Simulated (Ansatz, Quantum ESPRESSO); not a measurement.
# Mode couplings of Ni (Fm-3m) in a second program, part 2 of 2

Each step names its level of theory.

So far. Step 2 (Relaxation): The largest force is now zero by symmetry and the largest stress component 0.015 GPa. Step 3 (Second program, ground state): With these potentials, mesh and smearing the cell is at 0.27 GPa. The relaxed cell has a = 3.518 Å (conventional setting).

## (4) Phonons and couplings with ph.x: Fermi–Dirac smearing of 0.1 eV

Level of this step: DFT PBE, scalar-relativistic, plane waves, GBRV ultrasoft pseudopotentials (Quantum ESPRESSO).

ph.x gives each mode's frequency and linewidth; λ of a mode follows from Gaussian double-delta sums over the k mesh, here at four widths.

The input, ph.in:

```
phonons and couplings
&inputph
   prefix = 'x'
   outdir = './tmp'
   tr2_ph = 1.0d-15
   fildyn = 'x.dyn'
   fildvscf = 'dvscf'
   ldisp = .true.
   nq1 = 3
   nq2 = 3
   nq3 = 3
   electron_phonon = 'simple'
   el_ph_ngauss = 0
   el_ph_sigma = 0.00734986
   el_ph_nsigma = 4
   alpha_mix(1) = 0.5
   amass(1) = 58.6934
/
```

Run with:

```console
$ OMP_NUM_THREADS=1 mpirun -n 4 ph.x -nk 4 -in ph.in > ph.x.log
```

What it wrote:

```text
[banner, memory and clock lines left out]
Program PHONON v.7.5

     ./tmp/x.save/

     IMPORTANT: XC functional enforced from input :
     Exchange-correlation= PBE
                           (   1   4   3   4   0   0   0)
     Any further DFT definition will be discarded
     Please, verify this is what you really want

     G-vector sticks info

     Check: negative core charge=   -0.000015
     Reading collected, re-writing distributed wavefunctions in ./tmp/

     Dynamical matrices for ( 3, 3, 3)  uniform grid of q-points
     (   4 q-points):
       N         xq(1)         xq(2)         xq(3)
       1   0.000000000   0.000000000   0.000000000
       2   0.235702260   0.235702260  -0.235702260
       3   0.471404521  -0.000000000   0.000000000
       4  -0.000000000  -0.471404521   0.471404521

     Number and degeneracy of irreps per q-point
       N         xq(1)         xq(2)         xq(3)   N irreps
       1   0.000000000   0.000000000   0.000000000       1
        3
       2   0.235702260   0.235702260  -0.235702260       2
        1   2
       3   0.471404521  -0.000000000   0.000000000       2
        1   2
       4  -0.000000000  -0.471404521   0.471404521       3
     No degeneracy

     Saving dvscf to file. Distribute only q points, not irreducible representations.

     Calculation of q =    0.0000000   0.0000000   0.0000000

     phonons and couplings

     bravais-lattice index     =            0
     lattice parameter (alat)  =       4.7009  a.u.
     unit-cell volume          =      73.4567 (a.u.)^3
     number of atoms/cell      =            1
     number of atomic types    =            1
     kinetic-energy cut-off    =      52.0000  Ry
     charge density cut-off    =     416.0000  Ry
     convergence threshold     =      1.0E-15
     beta                      =       0.5000
     number of iterations used =            4
     Exchange-correlation= PBE
                           (   1   4   3   4   0   0   0)

     celldm(1)=    4.70091  celldm(2)=    0.00000  celldm(3)=    0.00000
     celldm(4)=    0.00000  celldm(5)=    0.00000  celldm(6)=    0.00000

     crystal axes: (cart. coord. in units of alat)
               a(1) = (  0.0000  0.7071  0.7071 )
               a(2) = (  0.7071  0.0000  0.7071 )
               a(3) = (  0.7071  0.7071  0.0000 )

     reciprocal axes: (cart. coord. in units 2 pi/alat)
               b(1) = ( -0.7071  0.7071  0.7071 )
               b(2) = (  0.7071 -0.7071  0.7071 )
               b(3) = (  0.7071  0.7071 -0.7071 )

     Atoms inside the unit cell:

     Cartesian axes

     site n.  atom      mass           positions (alat units)
        1  Ni     58.6934   tau(    1) = (    0.00000    0.00000    0.00000  )

     Computing dynamical matrix for
                    q = (   0.0000000   0.0000000   0.0000000 )

     49 Sym.Ops. (with q -> -q+G )

     G cutoff =  232.8617  (  10489 G-vectors)     FFT grid: ( 32, 32, 32)
     G cutoff =  116.4308  (   3719 G-vectors)  smooth grid: ( 24, 24, 24)

     number of k points=   240  Fermi-Dirac smearing, width (Ry)=  0.0073

     PseudoPot. # 1 for Ni read from file:
     ./pseudo/Ni.upf
     Pseudo is Ultrasoft + core correction, Zval = 18.0
     Using radial grid of  865 points,  6 beta functions with:
                l(1) =   0
                l(2) =   0
                l(3) =   1
                l(4) =   1
                l(5) =   2
                l(6) =   2
     Q(r) pseudized with 10 coefficients,  rinner =    0.980   0.980   0.980
                                                       0.980   0.980

     Mode symmetry, O_h (m-3m)  point group:

     Atomic displacements:
     There are    1 irreducible representations

     Representation     1      3 modes -  To be done

     Alpha used in Ewald sum =   2.8000

     Representation #   1 modes #   1   2   3

     Self-consistent Calculation

     Pert. #  1: Fermi energy shift (Ry) =    -6.1931E-27     2.3510E-38
     Pert. #  2: Fermi energy shift (Ry) =    -3.9380E-27    -1.1755E-38
     Pert. #  3: Fermi energy shift (Ry) =    -1.5954E-26     3.9183E-38

      thresh= 1.000E-02 alpha_mix =  0.500 |ddv_scf|^2 =  1.437E-05

     Pert. #  1: Fermi energy shift (Ry) =    -9.1550E-27    -5.3877E-39
     Pert. #  2: Fermi energy shift (Ry) =     3.6351E-27     1.7755E-39
     Pert. #  3: Fermi energy shift (Ry) =    -9.4243E-28    -2.0816E-39

      thresh= 3.791E-04 alpha_mix =  0.500 |ddv_scf|^2 =  1.559E-06

     Pert. #  1: Fermi energy shift (Ry) =    -3.5004E-27     3.0612E-40
     Pert. #  2: Fermi energy shift (Ry) =    -3.9380E-27    -1.1479E-40
     Pert. #  3: Fermi energy shift (Ry) =    -8.0779E-28     1.9898E-40

      thresh= 1.249E-04 alpha_mix =  0.500 |ddv_scf|^2 =  1.040E-09

     Pert. #  1: Fermi energy shift (Ry) =     2.6253E-27    -1.9132E-41
     Pert. #  2: Fermi energy shift (Ry) =    -8.4145E-29     7.1746E-42
     Pert. #  3: Fermi energy shift (Ry) =    -1.3800E-26    -1.2436E-41

      thresh= 3.225E-06 alpha_mix =  0.500 |ddv_scf|^2 =  4.074E-11

     Pert. #  1: Fermi energy shift (Ry) =    -6.1931E-27     1.5784E-41
     Pert. #  2: Fermi energy shift (Ry) =     2.2214E-27     4.3048E-42
     Pert. #  3: Fermi energy shift (Ry) =     4.8804E-27    -1.2197E-41

      thresh= 6.383E-07 alpha_mix =  0.500 |ddv_scf|^2 =  3.279E-12

     Pert. #  1: Fermi energy shift (Ry) =     3.2312E-27     8.3704E-42
     Pert. #  2: Fermi energy shift (Ry) =    -3.1975E-27     1.0164E-41
     Pert. #  3: Fermi energy shift (Ry) =     1.9522E-27     2.8699E-42

      thresh= 1.811E-07 alpha_mix =  0.500 |ddv_scf|^2 =  2.353E-14

     Pert. #  1: Fermi energy shift (Ry) =     1.2117E-27     2.8699E-42
     Pert. #  2: Fermi energy shift (Ry) =     4.8468E-27    -2.8699E-42
     Pert. #  3: Fermi energy shift (Ry) =     7.0009E-27     9.5662E-43

      thresh= 1.534E-08 alpha_mix =  0.500 |ddv_scf|^2 =  6.452E-16

     End of self-consistent calculation

     Convergence has been achieved

     Number of q in the star =    1
     List of q in the star:
          1   0.000000000   0.000000000   0.000000000

     Diagonalizing the dynamical matrix

     q = (    0.000000000   0.000000000   0.000000000 )

 **************************************************************************
     freq (    1) =       0.226830 [THz] =       7.566224 [cm-1]
     freq (    2) =       0.226830 [THz] =       7.566224 [cm-1]
     freq (    3) =       0.226830 [THz] =       7.566224 [cm-1]
 **************************************************************************

     Mode symmetry, O_h (m-3m)  point group:

     freq (   1-   3) =          7.6  [cm-1]   --> T_1u G_15  G_4- I

     Gaussian Broadening:   0.007 Ry, ngauss=   0
[...]
celldm(1)=   4.700913  celldm(2)=   0.000000  celldm(3)=   0.000000
     celldm(4)=   0.000000  celldm(5)=   0.000000  celldm(6)=   0.000000

     crystal axes: (cart. coord. in units of alat)
               a(1) = (   0.000000   0.707107   0.707107 )
               a(2) = (   0.707107   0.000000   0.707107 )
               a(3) = (   0.707107   0.707107   0.000000 )

     reciprocal axes: (cart. coord. in units 2 pi/alat)
               b(1) = ( -0.707107  0.707107  0.707107 )
               b(2) = (  0.707107 -0.707107  0.707107 )
               b(3) = (  0.707107  0.707107 -0.707107 )

     PseudoPot. # 1 for Ni read from file:
     ./pseudo/Ni.upf
     Pseudo is Ultrasoft + core correction, Zval = 18.0
     Using radial grid of  865 points,  6 beta functions with:
[...]
l(5) =   2
                l(6) =   2
     Q(r) pseudized with 10 coefficients,  rinner =    0.980   0.980   0.980
                                                       0.980   0.980

     atomic species   valence    mass     pseudopotential
     Ni               18.00    58.69340     Ni( 1.00)

     Starting magnetic structure
     atomic species   magnetization
     Ni              0.040

     48 Sym. Ops., with inversion, found

   Cartesian axes

     site n.     atom                  positions (alat units)
         1        Ni     tau(   1) = (   0.0000000   0.0000000   0.0000000  )

     number of k points=  1920  Fermi-Dirac smearing, width (Ry)=  0.0073

     Number of k-points >= 100: set verbosity='high' to print them.

     Dense  grid:    10489 G-vectors     FFT dimensions: (  32,  32,  32)

     Smooth grid:     3719 G-vectors     FFT dimensions: (  24,  24,  24)

     Check: negative core charge=   -0.000015

     The potential is recalculated from file :
     ./tmp/_ph0/x.q_4/x.save/charge-density

     Starting wfcs are   13 atomic +    3 random wfcs

     Band Structure Calculation
     Davidson diagonalization with overlap

     ethr =  5.56E-11,  avg # of iterations = 12.0

     End of band structure calculation

     Number of k-points >= 100: set verbosity='high' to print the bands.

     the Fermi energy is    17.8785 ev

     Writing config to output data dir ./tmp/_ph0/x.q_4/x.save/ :
     XML data file

     phonons and couplings

     bravais-lattice index     =            0
     lattice parameter (alat)  =       4.7009  a.u.
     unit-cell volume          =      73.4567 (a.u.)^3
     number of atoms/cell      =            1
     number of atomic types    =            1
     kinetic-energy cut-off    =      52.0000  Ry
     charge density cut-off    =     416.0000  Ry
     convergence threshold     =      1.0E-15
     beta                      =       0.5000
     number of iterations used =            4
     Exchange-correlation= PBE
                           (   1   4   3   4   0   0   0)

     celldm(1)=    4.70091  celldm(2)=    0.00000  celldm(3)=    0.00000
     celldm(4)=    0.00000  celldm(5)=    0.00000  celldm(6)=    0.00000

     crystal axes: (cart. coord. in units of alat)
               a(1) = (  0.0000  0.7071  0.7071 )
               a(2) = (  0.7071  0.0000  0.7071 )
               a(3) = (  0.7071  0.7071  0.0000 )

     reciprocal axes: (cart. coord. in units 2 pi/alat)
               b(1) = ( -0.7071  0.7071  0.7071 )
               b(2) = (  0.7071 -0.7071  0.7071 )
               b(3) = (  0.7071  0.7071 -0.7071 )

     Atoms inside the unit cell:

     Cartesian axes

     site n.  atom      mass           positions (alat units)
        1  Ni     58.6934   tau(    1) = (    0.00000    0.00000    0.00000  )

     Computing dynamical matrix for
                    q = (  -0.0000000  -0.4714045   0.4714045 )

      4 Sym.Ops. (no q -> -q+G )

     G cutoff =  232.8617  (  10489 G-vectors)     FFT grid: ( 32, 32, 32)
     G cutoff =  116.4308  (   3719 G-vectors)  smooth grid: ( 24, 24, 24)

     number of k points=  3840  Fermi-Dirac smearing, width (Ry)=  0.0073

     PseudoPot. # 1 for Ni read from file:
     ./pseudo/Ni.upf
     Pseudo is Ultrasoft + core correction, Zval = 18.0
     Using radial grid of  865 points,  6 beta functions with:
                l(1) =   0
                l(2) =   0
                l(3) =   1
                l(4) =   1
                l(5) =   2
                l(6) =   2
     Q(r) pseudized with 10 coefficients,  rinner =    0.980   0.980   0.980
                                                       0.980   0.980

     Mode symmetry, C_2v (mm2)  point group:

     Atomic displacements:
     There are    3 irreducible representations

     Representation     1      1 modes -  To be done

     Representation     2      1 modes -  To be done

     Representation     3      1 modes -  To be done

     Alpha used in Ewald sum =   2.8000

     Representation #   1 mode #   1

     Self-consistent Calculation

[...]
End of self-consistent calculation

     Convergence has been achieved

     Representation #   2 mode #   2

     Self-consistent Calculation

[...]
End of self-consistent calculation

     Convergence has been achieved

     Representation #   3 mode #   3

     Self-consistent Calculation

[...]
thresh= 2.323E-03 alpha_mix =  0.500 |ddv_scf|^2 =  6.138E-06

      thresh= 2.477E-04 alpha_mix =  0.500 |ddv_scf|^2 =  6.514E-07

      thresh= 8.071E-05 alpha_mix =  0.500 |ddv_scf|^2 =  3.745E-09

      thresh= 6.120E-06 alpha_mix =  0.500 |ddv_scf|^2 =  6.578E-11

      thresh= 8.111E-07 alpha_mix =  0.500 |ddv_scf|^2 =  2.546E-12

      thresh= 1.596E-07 alpha_mix =  0.500 |ddv_scf|^2 =  5.177E-13

      thresh= 7.195E-08 alpha_mix =  0.500 |ddv_scf|^2 =  1.939E-14

      thresh= 1.393E-08 alpha_mix =  0.500 |ddv_scf|^2 =  3.952E-16

     End of self-consistent calculation

     Convergence has been achieved

     Number of q in the star =   12
     List of q in the star:
[...]
5  -0.471404521   0.471404521  -0.000000000
          6   0.471404521  -0.471404521   0.000000000
          7  -0.471404521  -0.471404521  -0.000000000
          8  -0.000000000   0.471404521  -0.471404521
          9   0.471404521  -0.000000000  -0.471404521
         10   0.471404521  -0.000000000   0.471404521
         11  -0.471404521   0.000000000  -0.471404521
         12  -0.471404521   0.000000000   0.471404521

     Diagonalizing the dynamical matrix

     q = (   -0.000000000  -0.471404521   0.471404521 )

 **************************************************************************
     freq (    1) =       5.383839 [THz] =     179.585539 [cm-1]
     freq (    2) =       7.324638 [THz] =     244.323629 [cm-1]
     freq (    3) =       7.439505 [THz] =     248.155191 [cm-1]
 **************************************************************************

     Mode symmetry, C_2v (mm2)  point group:

     freq (   1-   1) =        179.6  [cm-1]   --> B_1  D_3  S_3
     freq (   2-   2) =        244.3  [cm-1]   --> B_2  D_4  S_4
     freq (   3-   3) =        248.2  [cm-1]   --> A_1  D_1  S_1

     Gaussian Broadening:   0.007 Ry, ngauss=   0
     DOS = 11.847834 states/spin/Ry/Unit Cell at Ef= 17.888535 eV
     double delta at Ef =522.738497
[...]
Gaussian Broadening:   0.015 Ry, ngauss=   0
     DOS = 11.047602 states/spin/Ry/Unit Cell at Ef= 17.879315 eV
     double delta at Ef =427.195008
[...]
lambda(    2)=  0.0995   gamma=   56.33 GHz
     lambda(    3)=  0.1452   gamma=   84.78 GHz

     Gaussian Broadening:   0.022 Ry, ngauss=   0
     DOS = 10.667459 states/spin/Ry/Unit Cell at Ef= 17.874778 eV
     double delta at Ef =379.646736
     lambda(    1)=  0.1319   gamma=   38.95 GHz
     lambda(    2)=  0.1032   gamma=   56.41 GHz
     lambda(    3)=  0.1371   gamma=   77.29 GHz

     Gaussian Broadening:   0.029 Ry, ngauss=   0
     DOS = 10.388064 states/spin/Ry/Unit Cell at Ef= 17.878590 eV
     double delta at Ef =333.916675
     lambda(    1)=  0.1281   gamma=   36.82 GHz
     lambda(    2)=  0.1010   gamma=   53.74 GHz
     lambda(    3)=  0.1262   gamma=   69.27 GHz
```

Elapsed: 26 min, on 4 MPI ranks of Arm Neoverse V1, shared host; 1.7 h of CPU time.

This step gave:

| Quantity | Value |
| --- | --- |
| highest frequency, solved or plainly interpolated | 264.5 cm⁻¹ |
| omega log against width | 24.05, 23.97, 24.01, 23.96 meV, at widths 0.1 to 0.4 eV |

As ph.x prints them, no sum rule imposed; at the zone centre the sum is no linewidth. Double-delta sums:

| q1 | q2 | q3 | star | mode | omega (meV) | lambda_q, sigma 0.1 eV | lambda_q, sigma 0.2 eV | lambda_q, sigma 0.3 eV | lambda_q, sigma 0.4 eV | half width at sigma 0.2 (meV) |
| --- | --- | --- | --- | --- | --- | --- | --- | --- | --- | --- |
| 0 | 0 | 0 | 1 | 1 | 0.9381 | 0 | 0 | 0 | 0 | 4.14e-5 |
| 0 | 0 | 0 | 1 | 2 | 0.9381 | 0 | 0 | 0 | 0 | 4.14e-5 |
| 0 | 0 | 0 | 1 | 3 | 0.9381 | 0 | 0 | 0 | 0 | 4.14e-5 |
| 0 | 0 | 0.3333 | 8 | 1 | 15.66 | 0.1454 | 0.1246 | 0.1135 | 0.1065 | 0.07792 |
| 0 | 0 | 0.3333 | 8 | 2 | 15.66 | 0.1454 | 0.1246 | 0.1135 | 0.1065 | 0.07792 |
| 0 | 0 | 0.3333 | 8 | 3 | 32.8 | 0.0706 | 0.0576 | 0.0482 | 0.0425 | 0.1581 |
| 0 | 0.3333 | 0.3333 | 6 | 1 | 22.93 | 0.0672 | 0.0737 | 0.0749 | 0.0728 | 0.0988 |
| 0 | 0.3333 | 0.3333 | 6 | 2 | 22.93 | 0.0672 | 0.0737 | 0.0749 | 0.0728 | 0.0988 |
| 0 | 0.3333 | 0.3333 | 6 | 3 | 32.37 | 0.0831 | 0.0752 | 0.0677 | 0.0599 | 0.2011 |
| 0 | 0.3333 | -0.3333 | 12 | 1 | 22.27 | 0.116 | 0.1213 | 0.1319 | 0.1281 | 0.1534 |
| 0 | 0.3333 | -0.3333 | 12 | 2 | 30.29 | 0.1072 | 0.0995 | 0.1032 | 0.101 | 0.233 |
| 0 | 0.3333 | -0.3333 | 12 | 3 | 30.77 | 0.1777 | 0.1452 | 0.1371 | 0.1262 | 0.3506 |

Mean over the q mesh without its centre; few wavevectors enter, so none of the widths can be taken as converged. The coupling constant λ, lambda by Gaussian width:

| Gaussian width (eV) | coupling constant λ, lambda |
| --- | --- |
| 0.100 | 0.346 |
| 0.200 | 0.315 |
| 0.300 | 0.307 |
| 0.400 | 0.29 |

λ runs from 0.346 at 0.1 eV to 0.29 at 0.4 eV.

## (5) Summary of results

```
phonon run of the rows without a label of their own                                               : PBE, q 3×3×3, k 15×15×15
coupling λ by Gaussian sums at 0.2 eV, Quantum ESPRESSO, GBRV, cutoff 707 eV, q 3×3×3, k 15×15×15 : 0.315
```

What this shows: Under gradient-corrected functionals ph.x can misplace modes where the density is low; no frozen-phonon run checks these frequencies. In the last run that gave them, λ from the Gaussian sums is steady within 19 % between widths of 0.1 and 0.4 eV; these sums hold few wavevectors and leave out the zone centre. The magnetic order is the one that this small cell was started in and need not be the ground state.

[Logs are printed without paths, hosts, clocks, repeated set-up lines and the standing remarks that a program may print on its own settings, such as how far it seeks lower states.]

[Hosts, paths, dates, database ids (printed as entryN), source tags and the programs' standing remarks are cut or masked in the printed files.]
